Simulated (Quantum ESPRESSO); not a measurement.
Computed results, one entry a study.

```xyz
12
Lattice="2.578 -3.921 0.000 2.578 3.921 0.000 0.000 0.000 6.338" Properties=species:S:1:pos:R:3 pbc="T T T" subject="NiSO4: parallel and opposed starts" method="PBEsol with U = 6 eV on Ni d (ortho-atomic projectors); plane waves with GBRV 1.5 PBEsol potentials, no spin-orbit coupling, projections on orthogonalised atomic orbitals (and 2 further levels or steps)" program="Quantum ESPRESSO 7.5" settings_of_one_run="GBRV 1.5 PBEsol, cutoff 544.23 eV, 6×6×6 k-mesh, 67 bands, fermi-dirac occupations, smearing width 0.05 eV, collinear spin, SCF threshold 2.40e-8, Hubbard form dudarev, Hubbard projectors ortho-atomic, starting moments 2 -2 0 0 0 0 0 0 0 0 0 0 μB" cost="4 runs, 12 min in all on 4 MPI ranks of Arm Neoverse V2, shared host (the runs of this entry)" lowest_state_found="antiferromagnetic (from antiferro +-)" largest_site_moment="1.71 μB" next_state_with_moments="ferromagnetic, 15.7 meV a seeded atom higher"
Ni    0.000    0.000    0.000
Ni    0.000    0.000    3.169
S     2.578   -1.098    1.585
S     2.578    1.098    4.753
O     2.578   -1.961    0.317
O     2.578    1.960    3.486
O     2.578    1.960    6.021
O     2.578   -1.961    2.852
O     3.866   -0.157    1.585
O     1.289    0.157    4.753
O     3.866    0.157    4.753
O     1.289   -0.157    1.585
```

[Logs and program files are shortened in this print: banners, set-up blocks, solver, clock and traceback lines can be left out without a mark of their own.]

[Logs are printed without paths, hosts, clocks, repeated set-up lines and the standing remarks that a program may print on its own settings, such as how far it seeks lower states.]

[Hosts, paths, dates, database ids (printed as entryN), source tags and the programs' standing remarks are cut or masked in the printed files.]

[Where a cell is said to come from a database of computed structures, the database is the Materials Project.]
